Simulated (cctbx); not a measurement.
**Na4CuICl4 with cctbx, script by script**

Library: cctbx 2025.11. The data are simulated by the first script.

## 1. Simulate the data

run.py:

```python
from cctbx import adptbx, crystal, miller, sgtbx, xray
from cctbx.array_family import flex
from iotbx.shelx import hklf
from scitbx import matrix
import scitbx.random

cs = crystal.symmetry(unit_cell=(4.038, 4.038, 49.523, 90, 90, 120), space_group_symbol='Hall: -R 3 2"')  # R-3m
atoms = [  # label, site, U (iso, or U11 U22 U33 U12 U13 U23 in A^2), occupancy
    ("I1", (1/3, 2/3, 0.16667), (0.0085, 0.0085, 0.0078, 0.0043, -0.0000, 0.0000), 1),
    ("Cu1", (0, 0, 0), (0.0079, 0.0079, 0.0095, 0.0039, -0.0000, 0.0000), 1),
    ("Cl1", (0, 0, 0.09853), (0.0075, 0.0075, 0.0086, 0.0038, -0.0000, 0.0000), 1),
    ("Cl2", (2/3, 1/3, 0.03333), (0.0124, 0.0124, 0.0126, 0.0062, 0.0000, 0.0000), 1),
    ("Na1", (0, 0, 0.20303), (0.0138, 0.0138, 0.0123, 0.0069, -0.0000, 0.0000), 1),
    ("Na2", (1/3, 2/3, 0.26853), (0.0141, 0.0141, 0.0144, 0.0070, 0.0000, 0.0000), 1),
]
xs = xray.structure(crystal_symmetry=cs)
for label, site, u, occ in atoms:
    u = adptbx.u_cif_as_u_star(cs.unit_cell(), u) if isinstance(u, tuple) else u
    xs.add_scatterer(xray.scatterer(label, site=site, u=u, occupancy=occ))
xs.set_inelastic_form_factors(0.6889, "sasaki")
xs.show_summary()
p1 = xs.expand_to_p1()
ms = miller.build_set(p1, anomalous_flag=True, d_min=0.75)
flex.set_random_seed(700883)
scitbx.random.set_random_seed(700883)
ms = ms.select(flex.random_double(ms.size()) < 0.95)
i = ms.structure_factors_from_scatterers(p1, algorithm="direct").f_calc().as_intensity_array().data()
i = i * 20000 / flex.max(i)
sig = flex.sqrt(i + flex.pow2(0.02 * i) + 8 ** 2)
noise = scitbx.random.variate(scitbx.random.normal_distribution())(i.size())
data = ms.array(data=i + sig * noise, sigmas=sig).set_observation_type_xray_intensity()
with open("data.hkl", "w") as f:
    data.export_as_shelx_hklf(f)
print("reflections written:", data.size(), " <I/sigma> = %.1f" % flex.mean(data.data() / data.sigmas()))
for h, a, b in list(data.sort("data"))[:12]:
    print("%4d%4d%4d %9.1f %7.1f" % (h + (a, b)))
```

```console
$ python run.py
```

```text
Number of scatterers: 6
At special positions: 6
Unit cell: (4.038, 4.038, 49.523, 90, 90, 120)
Space group: R -3 m :H (No. 166)
reflections written: 6714  <I/sigma> = 5.6
   1   0  10   20627.6   424.3
   0   1 -10   20040.6   424.3
  -1   0 -10   19919.4   424.3
   1  -1 -10   19835.9   424.3
  -1   1  10   19485.9   424.3
   0  -1  10   19431.3   424.3
  -2   1   0   14581.6   316.5
  -1  -1   0   14531.8   316.5
   1   0 -20   14521.6   308.4
   1  -2   0   14490.6   316.5
  -1   2   0   14485.9   316.5
   2  -1   0   14420.3   316.5
```

It took 0.45 s on 1 thread of Arm Neoverse N1 (shared host), peak memory 0.07 GiB.

## 2. Symmetry

run.py:

```python
from cctbx import crystal, sgtbx, statistics
from cctbx.array_family import flex
from iotbx.shelx import hklf

p1 = crystal.symmetry(unit_cell=(4.038, 4.038, 49.523, 90, 90, 120), space_group_symbol="P 1")
raw = hklf.reader(file_name="data.hkl").as_miller_arrays(crystal_symmetry=p1, anomalous=True)[0]
print(raw.size(), "reflections to d = %.3f A" % raw.d_min())
isig = raw.data() / raw.sigmas()
print("centring   violations  <I/sigma> of those")
best = "P"
for c in "ABCIRF":
    a = raw.customized_copy(space_group_info=sgtbx.space_group_info("Hall: %s 1" % c)).sys_absent_flags().data()
    m = flex.mean(isig.select(a))
    print("%5s %10d of %5d %8.1f" % (c, (isig.select(a) > 4).count(True), a.count(True), m))
    if (isig.select(a) > 4).count(True) < 0.01 * a.count(True):
        best = c
raw = raw.select(~raw.customized_copy(space_group_info=sgtbx.space_group_info("Hall: %s 1" % best)).sys_absent_flags().data())
isig = raw.data() / raw.sigmas()
rows = []
for s in sgtbx.space_group_symbol_iterator():
    g = sgtbx.space_group(s)
    if g.conventional_centring_type_symbol() != best or not g.is_compatible_unit_cell(p1.unit_cell(), 1e-3, 0.02):
        continue
    rows.append((s, g))
print("Laue class    unique    Rint  (classes that these axes allow; Friedel mates merged)")
rint = {}
for s, g in rows:
    laue = g.build_derived_patterson_group()
    key = laue.type().hall_symbol()
    if key not in rint:
        m = raw.customized_copy(space_group_info=laue.info(), anomalous_flag=False).merge_equivalents()
        rint[key] = m.r_int()
        print("%-14s %6d %7.3f" % (laue.type().lookup_symbol(), m.array().size(), m.r_int()))
floor = min(rint.values())
good = [(s, g) for s, g in rows if rint[g.build_derived_patterson_group().type().hall_symbol()] < 2 * floor + 0.03]
top = max(g.build_derived_patterson_group().order_z() for s, g in good)
print("space group    extra absences  I>4sigma  <I/sigma>")
for s, g in good:
    laue = g.build_derived_patterson_group()
    if laue.order_z() != top:
        continue
    a = raw.customized_copy(space_group_info=g.info()).sys_absent_flags().data()
    a &= ~raw.customized_copy(space_group_info=laue.info()).sys_absent_flags().data()
    bad = (isig.select(a) > 4).count(True)
    if bad <= 0.03 * a.count(True):
        print("%-16s %8d %10d %9s  %s" % (s.universal_hermann_mauguin(), a.count(True), bad, "%.1f" % flex.mean(isig.select(a)) if a.count(True) else "-", "centric" if g.is_centric() else "acentric"))
laue = max(good, key=lambda t: t[1].build_derived_patterson_group().order_z())[1].build_derived_patterson_group()
f = raw.customized_copy(space_group_info=laue.info(), anomalous_flag=False).merge_equivalents().array().eliminate_sys_absent().f_sq_as_f()
f.set_observation_type_xray_amplitude()
bins = max(3, min(8, f.size() // 12))
f.setup_binner(n_bins=bins)
w = statistics.wilson_plot(f, {e: n / laue.order_z() for e, n in {'I': 3.0, 'Cu': 3.0, 'Cl': 12.0, 'Na': 12.0}.items()}, e_statistics=True)
print("Wilson B = %.2f A^2   <|E^2-1|> = %.3f (0.968 centric, 0.736 acentric)   E^2>4: %.1f %%" % (w.wilson_b, w.mean_e_sq_minus_1, w.percent_e_sq_gt_2))
print("shell (A)         n   <I/sigma>")
m = raw.customized_copy(space_group_info=laue.info(), anomalous_flag=False).merge_equivalents().array().eliminate_sys_absent()
for b in m.setup_binner(n_bins=bins).range_used():
    sel = m.binner().selection(b)
    print("%5.2f - %4.2f %6d %8.1f" % (min(m.binner().bin_d_range(b)[0] if m.binner().bin_d_range(b)[0] > 0 else 99, 99), m.binner().bin_d_range(b)[1], sel.count(True), flex.mean((m.data() / m.sigmas()).select(sel))))
```

```console
$ python run.py
```

```text
6714 reflections to d = 0.750 A
centring   violations  <I/sigma> of those
    A        947 of  3346      5.6
    B        950 of  3356      5.6
    C        945 of  3340      5.7
    I        958 of  3352      5.6
    R          0 of  4473      0.0
    F       1421 of  5021      5.6
Laue class    unique    Rint  (classes that these axes allow; Friedel mates merged)
R -3 :H           408   0.024
R -3 m :H         285   0.025
space group    extra absences  I>4sigma  <I/sigma>
R 3 2 :H                0          0         -  acentric
R 3 m :H                0          0         -  acentric
R -3 m :H               0          0         -  centric
Wilson B = 0.60 A^2   <|E^2-1|> = 0.923 (0.968 centric, 0.736 acentric)   E^2>4: 4.6 %
shell (A)         n   <I/sigma>
16.51 - 1.50     50     48.7
 1.50 - 1.19     33     54.1
 1.19 - 1.04     37     43.0
 1.04 - 0.95     37     51.8
 0.95 - 0.88     25     40.4
 0.88 - 0.83     36     33.9
 0.83 - 0.78     33     37.6
 0.78 - 0.75     34     37.1
```

Time: 0.43 s.

## 3. Patterson map

run.py:

```python
from cctbx import crystal, maptbx
from iotbx.shelx import hklf

cs = crystal.symmetry(unit_cell=(4.038, 4.038, 49.523, 90, 90, 120), space_group_symbol='Hall: -R 3 2"')  # R-3m
raw = hklf.reader(file_name="data.hkl").as_miller_arrays(crystal_symmetry=cs, anomalous=True)[0]
merged = raw.eliminate_sys_absent().merge_equivalents()
fo2 = merged.array().set_observation_type_xray_intensity()
f = fo2.average_bijvoet_mates().f_sq_as_f()
pm = f.patterson_map(symmetry_flags=maptbx.use_space_group_symmetry, sharpening=True, resolution_factor=0.25)
peaks = pm.peak_search(parameters=maptbx.peak_search_parameters(min_distance_sym_equiv=0.4, max_clusters=14)).all()
top = peaks.heights()[0]
print("Patterson group", f.patterson_symmetry().space_group_info())
print("      u       v       w   height  length (A)")
for x, h in zip(peaks.sites(), peaks.heights()):
    y = [t - round(t) for t in x]
    print("%7.3f %7.3f %7.3f %8.1f %8.2f" % (x + (1000 * h / top, cs.unit_cell().length(y))))
```

```console
$ python run.py
```

```text
Patterson group R -3 m :H
      u       v       w   height  length (A)
  0.000   0.000   0.000   1000.0     0.00
  0.000   0.000   0.500    809.1    24.76
  0.000   0.000   0.400    578.4    19.83
  0.000   0.000   0.200    545.4     9.92
  0.000   0.000   0.100    476.5     4.95
  0.000   0.000   0.299    471.6    14.83
  0.102   0.204   0.984     42.3     1.06
  0.004   0.205   0.014     41.4     1.07
  0.050   0.525   0.660     38.1    16.95
  0.005   0.211   0.487     34.9    24.12
  0.125   0.250   0.011     34.9     1.03
  0.000   0.000   0.021     34.2     1.05
  0.027   0.513   0.165     34.1     8.41
  0.078   0.156   0.481     33.8    23.83
```

Time: 0.45 s.

## 4. Charge flipping

run.py:

```python
import itertools
from cctbx import crystal, maptbx
from cctbx.array_family import flex
from iotbx.shelx import hklf
from smtbx.ab_initio import charge_flipping as cf

cs = crystal.symmetry(unit_cell=(4.038, 4.038, 49.523, 90, 90, 120), space_group_symbol='Hall: -R 3 2"')  # R-3m
raw = hklf.reader(file_name="data.hkl").as_miller_arrays(crystal_symmetry=cs, anomalous=True)[0]
merged = raw.eliminate_sys_absent().merge_equivalents()
fo2 = merged.array().set_observation_type_xray_intensity()
f = fo2.average_bijvoet_mates().f_sq_as_f().resolution_filter(d_min=0.8)
p1 = f.expand_to_p1()
p1.setup_binner_counting_sorted(reflections_per_bin=max(40, p1.size() // 12))
work = p1.array(data=p1.data() / p1.amplitude_quasi_normalisations().data())
flex.set_random_seed(61886)
it = cf.weak_reflection_improved_iterator(delta=None, weak_reflection_fraction=0.3)
it.start(work, phases=flex.random_double(p1.size()) * 6.2832, f_000=0)
it.delta = 1.1 * it.rho_map.sigma()
print("cycle      R  skewness")
for n, st in enumerate(itertools.islice(it, 100)):
    if n % 8 == 0:
        print("%5d %6.3f %8.2f" % (n, st.r1_factor(), st.rho_map.skewness()))
rho = p1.phase_transfer(it.f_calc).fft_map().apply_volume_scaling()
polish = cf.low_density_elimination_iterator(constant_rho_c=rho.sigma())
polish.start(f_obs=p1, phases=it.f_calc, f_000=0)
for _ in range(8):
    next(polish)
print("origin shift          correlation  skewness")
maps = []
for fc, shift, cc in itertools.islice(cf.f_calc_symmetrisations(f, polish.f_calc, 0), 4):
    m = f.phase_transfer(fc).fft_map(symmetry_flags=maptbx.use_space_group_symmetry, resolution_factor=0.25).apply_sigma_scaling()
    maps.append((m.skewness(), cc, m))
    print("%6.3f %6.3f %6.3f %10.3f %9.2f" % (tuple(shift) + (cc, m.skewness())))
skew, cc, m = max((t for t in maps if t[1] > maps[0][1] - 0.04), key=lambda t: t[0])
print("taken: symmetry correlation %.3f, skewness %.2f" % (cc, skew))
peaks = m.peak_search(parameters=maptbx.peak_search_parameters(min_distance_sym_equiv=0.9, max_clusters=11)).all()
sps = cs.special_position_settings(min_distance_sym_equiv=0.5)
print("peak      x       y       z  mult  height/sigma")
for k, (x, h) in enumerate(zip(peaks.sites(), peaks.heights())):
    ss = sps.site_symmetry(x)
    print("Q%-3d %7.4f %7.4f %7.4f %4d %8.1f" % ((k + 1,) + tuple(t % 1 for t in ss.exact_site()) + (ss.multiplicity(), h)))
```

```console
$ python run.py
```

```text
cycle      R  skewness
    0  0.507     0.39
    8  0.443     3.19
   16  0.437     4.93
   24  0.436     4.51
   32  0.430     4.19
   40  0.421     4.09
   48  0.420     4.29
   56  0.427     4.15
   64  0.427     4.14
   72  0.430     3.99
   80  0.416     4.15
   88  0.425     4.40
   96  0.422     4.08
origin shift          correlation  skewness
 0.008  0.441  0.176      0.982      7.21
 0.008  0.441  0.426      0.982      7.20
 0.008  0.440  0.326      0.977      6.94
 0.008  0.440  0.076      0.977      7.07
taken: symmetry correlation 0.982, skewness 7.21
peak      x       y       z  mult  height/sigma
Q1    0.0000  0.0000  0.1000    6     17.3
Q2    0.0000  0.0000  0.3997    6     16.2
Q3    0.0000  0.0000  0.5000    3     12.7
Q4    0.0000  0.0000  0.0000    3      9.3
Q5    0.0000  0.0000  0.2018    6      2.8
Q6    0.0000  0.0000  0.3005    6      2.4
Q7    0.0065  0.5033  0.0639   18      1.5
Q8    0.0000  0.0000  0.7728    6      1.4
Q9    0.0000  0.0000  0.3683    6      1.4
Q10   0.1073  0.5537  0.4831   18      1.3
Q11   0.0388  0.5194  0.8650   18      1.3
```

Time: 0.65 s.

## 5. Refinement (model from the peaks)

run.py:

```python
import math
from cctbx import adptbx, crystal, maptbx, sgtbx, xray
from cctbx.array_family import flex
from cctbx.xray import observations
from iotbx.shelx import hklf
from scitbx.lstbx import normal_eqns_solving
from smtbx import absolute_structure, utils
from smtbx.refinement import constraints, least_squares

cs = crystal.symmetry(unit_cell=(4.038, 4.038, 49.523, 90, 90, 120), space_group_symbol='Hall: -R 3 2"')  # R-3m
atoms = [  # label, site, U (iso, or U11 U22 U33 U12 U13 U23 in A^2), occupancy
    ("Cl1", (0, 0, 0.1), 0.0200, 1),
    ("Cl2", (0, 0, 0.3997), 0.0200, 1),
    ("Cu1", (0, 0, 0.5), 0.0200, 1),
    ("Na1", (0, 0, 0), 0.0200, 1),
]
xs = xray.structure(crystal_symmetry=cs)
for label, site, u, occ in atoms:
    u = adptbx.u_cif_as_u_star(cs.unit_cell(), u) if isinstance(u, tuple) else u
    xs.add_scatterer(xray.scatterer(label, site=site, u=u, occupancy=occ))
xs.set_inelastic_form_factors(0.6889, "sasaki")
raw = hklf.reader(file_name="data.hkl").as_miller_arrays(crystal_symmetry=cs, anomalous=True)[0]
merged = raw.eliminate_sys_absent().merge_equivalents()
fo2 = merged.array().set_observation_type_xray_intensity()
print("Rint %.3f, %d unique reflections to %.2f A" % (merged.r_int(), fo2.size(), fo2.d_min()))
for sc in xs.scatterers():
    sc.flags.set_grad_site(True)
    sc.flags.set_grad_u_aniso(sc.flags.use_u_aniso())
    sc.flags.set_grad_u_iso(sc.flags.use_u_iso())
obs = fo2.as_xray_observations()
extra = {}
rep = constraints.reparametrisation(xs, [], utils.connectivity_table(xs), **extra)
ls = least_squares.crystallographic_ls(obs, rep, weighting_scheme=least_squares.mainstream_shelx_weighting(a=0, b=0))
print("cycle     R1     wR2    GooF  max shift (A)")
for cycle in range(6):
    ls.build_up()
    r1, wr2, goof = ls.r1_factor(cutoff_factor=2)[0], ls.wR2(), ls.goof()
    old = xs.sites_cart()
    normal_eqns_solving.levenberg_marquardt_iterations(ls, n_max_iterations=3, tau=0.0001, step_threshold=1e-7)
    big = flex.max((xs.sites_cart() - old).norms())
    print("%4d %7.4f %7.4f %7.3f %9.5f" % (cycle + 1, r1, wr2, goof, big))
    ls.build_up(objective_only=True)
    if abs(ls.wR2() - wr2) < 5e-5 and big < 5e-4:
        break
ls.build_up()
print("final R1 %.4f wR2 %.4f GooF %.3f  parameters %d  data/parameter %.1f" % (ls.r1_factor(cutoff_factor=2)[0], ls.wR2(), ls.goof(), ls.n_parameters, fo2.size() / ls.n_parameters))
cov = ls.covariance_matrix_and_annotations()
su = dict(zip(cov.annotations, (math.sqrt(max(v, 0)) for v in cov.matrix.matrix_packed_u_diagonal())))
a2 = cs.unit_cell().reciprocal_parameters()[0] ** -2
print("atom        x        y        z      Ueq    occ   su(xyz)  su(Uiso or U11)")
for sc in xs.scatterers():
    s = max(su.get(sc.label + k, 0) for k in (".x", ".y", ".z"))
    npd = "" if sc.is_positive_definite_u(cs.unit_cell()) else "  NPD"
    print("%-5s %8.5f %8.5f %8.5f %8.4f %6.3f %8.5f %7.4f%s" % ((sc.label,) + sc.site + (sc.u_iso_or_equiv(cs.unit_cell()), sc.occupancy, s, su.get(sc.label + ".uiso", su.get(sc.label + ".u11", 0) * a2), npd)))
fo = fo2.f_sq_as_f()
fc = fo.structure_factors_from_scatterers(xs, algorithm="direct").f_calc()
diff = fo.f_obs_minus_f_calc(1 / math.sqrt(ls.scale_factor()), fc).average_bijvoet_mates()
m = diff.fft_map(symmetry_flags=maptbx.use_space_group_symmetry, resolution_factor=0.25).apply_volume_scaling()
print("difference map: max %.2f min %.2f rms %.2f" % (m.statistics().max(), m.statistics().min(), m.statistics().sigma()))
peaks = m.peak_search(parameters=maptbx.peak_search_parameters(min_distance_sym_equiv=0.6, max_clusters=7)).all()
near = xs.closest_distances(peaks.sites(), distance_cutoff=4)
sps = cs.special_position_settings(min_distance_sym_equiv=0.5)
for k, (x, h) in enumerate(zip(peaks.sites(), peaks.heights())):
    ss = sps.site_symmetry(x)
    print("Q%-3d %7.4f %7.4f %7.4f %4d %7.2f  %.2f A from %s" % ((k + 1,) + tuple(t % 1 for t in ss.exact_site()) + (ss.multiplicity(), h, near.smallest_distances[k], xs.scatterers()[near.i_seqs[k]].label)))
```

```console
$ python run.py
```

```text
Rint 0.025, 285 unique reflections to 0.75 A
cycle     R1     wR2    GooF  max shift (A)
   1  0.4137  0.7013  38.307   0.02705
   2  0.2830  0.5416  29.585   0.00497
   3  0.3866  0.6734  36.784   0.00171
   4  0.2848  0.5504  30.065   0.00031
   5  0.3912  0.6802  37.156   0.00037
   6  0.2855  0.5525  30.183   0.00023
final R1 0.3922 wR2 0.6820 GooF 37.253  parameters 6  data/parameter 47.5
atom        x        y        z      Ueq    occ   su(xyz)  su(Uiso or U11)
Cl1    0.00000  0.00000  0.09966   0.0151  1.000  0.00032  0.0040
Cl2    0.00000  0.00000  0.39927   0.0059  1.000  0.00028  0.0036
Cu1    0.00000  0.00000  0.50000   0.0160  1.000  0.00000  0.0041
Na1    0.00000  0.00000  0.00000   0.0754  1.000  0.00000  0.0250
difference map: max 56.29 min -6.48 rms 2.05
Q1    0.0000  0.0000  0.0999    6   56.30  0.01 A from Cl1
Q2    0.0000  0.0000  0.3993    6   24.22  0.00 A from Cl2
Q3    0.0000  0.0000  0.3029    6   22.66  2.78 A from Na1
Q4    0.0000  0.0000  0.2106    6    4.17  2.60 A from Cl1
Q5    0.0000  0.0000  0.0000    3    2.38  0.00 A from Na1
Q6    0.0000  0.0000  0.1225    6    2.26  1.13 A from Cl1
Q7    0.0000  0.0000  0.0775    6    2.11  1.10 A from Cl1
```

Time: 0.81 s.

Figures of merit this high mean that the model is still wrong or incomplete.

## 6. Charge flipping

run.py, as its changes from the last script of this kind:

```diff
@@ -13,3 +13,2 @@
-p1.setup_binner_counting_sorted(reflections_per_bin=max(40, p1.size() // 12))
-work = p1.array(data=p1.data() / p1.amplitude_quasi_normalisations().data())
-flex.set_random_seed(61886)
+work = p1
+flex.set_random_seed(61887)
@@ -20,2 +19,2 @@
-for n, st in enumerate(itertools.islice(it, 100)):
-    if n % 8 == 0:
+for n, st in enumerate(itertools.islice(it, 200)):
+    if n % 16 == 0:
```

```console
$ python run.py
```

```text
cycle      R  skewness
    0  0.483     0.47
   16  0.262     6.25
   32  0.215     5.83
   48  0.213     5.71
   64  0.213     5.62
   80  0.209     5.50
   96  0.203     5.41
  112  0.207     5.37
  128  0.206     5.32
  144  0.198     5.31
  160  0.193     5.17
  176  0.197     5.21
  192  0.194     5.21
origin shift          correlation  skewness
 0.006  0.787  0.489      0.946      4.17
 0.006  0.787  0.239      0.946      4.38
 0.006  0.787  0.139      0.947      4.33
 0.006  0.787  0.389      0.946      4.37
taken: symmetry correlation 0.946, skewness 4.38
peak      x       y       z  mult  height/sigma
Q1    0.0000  0.0000  0.1000    6     14.2
Q2    0.0000  0.0000  0.4023    6     11.7
Q3    0.0000  0.0000  0.0000    3     10.5
Q4    0.0000  0.0000  0.3022    6     10.3
Q5    0.0000  0.0000  0.5000    3      8.5
Q6    0.0000  0.0000  0.1958    6      4.7
Q7    0.0055  0.5027  0.3275   18      2.8
Q8    0.9955  0.4977  0.1725   18      2.3
Q9    0.0008  0.5004  0.0348   18      2.2
Q10   0.0000  0.0000  0.1688    6      2.0
Q11   0.0000  0.0000  0.3279    6      1.9
```

Run time: 0.74 s on 1 thread of Arm Neoverse N1, with other jobs on the host, peak memory 0.08 GiB.

[Logs are printed without paths, hosts, clocks, repeated set-up lines and the standing remarks that a program may print on its own settings, such as how far it seeks lower states.]
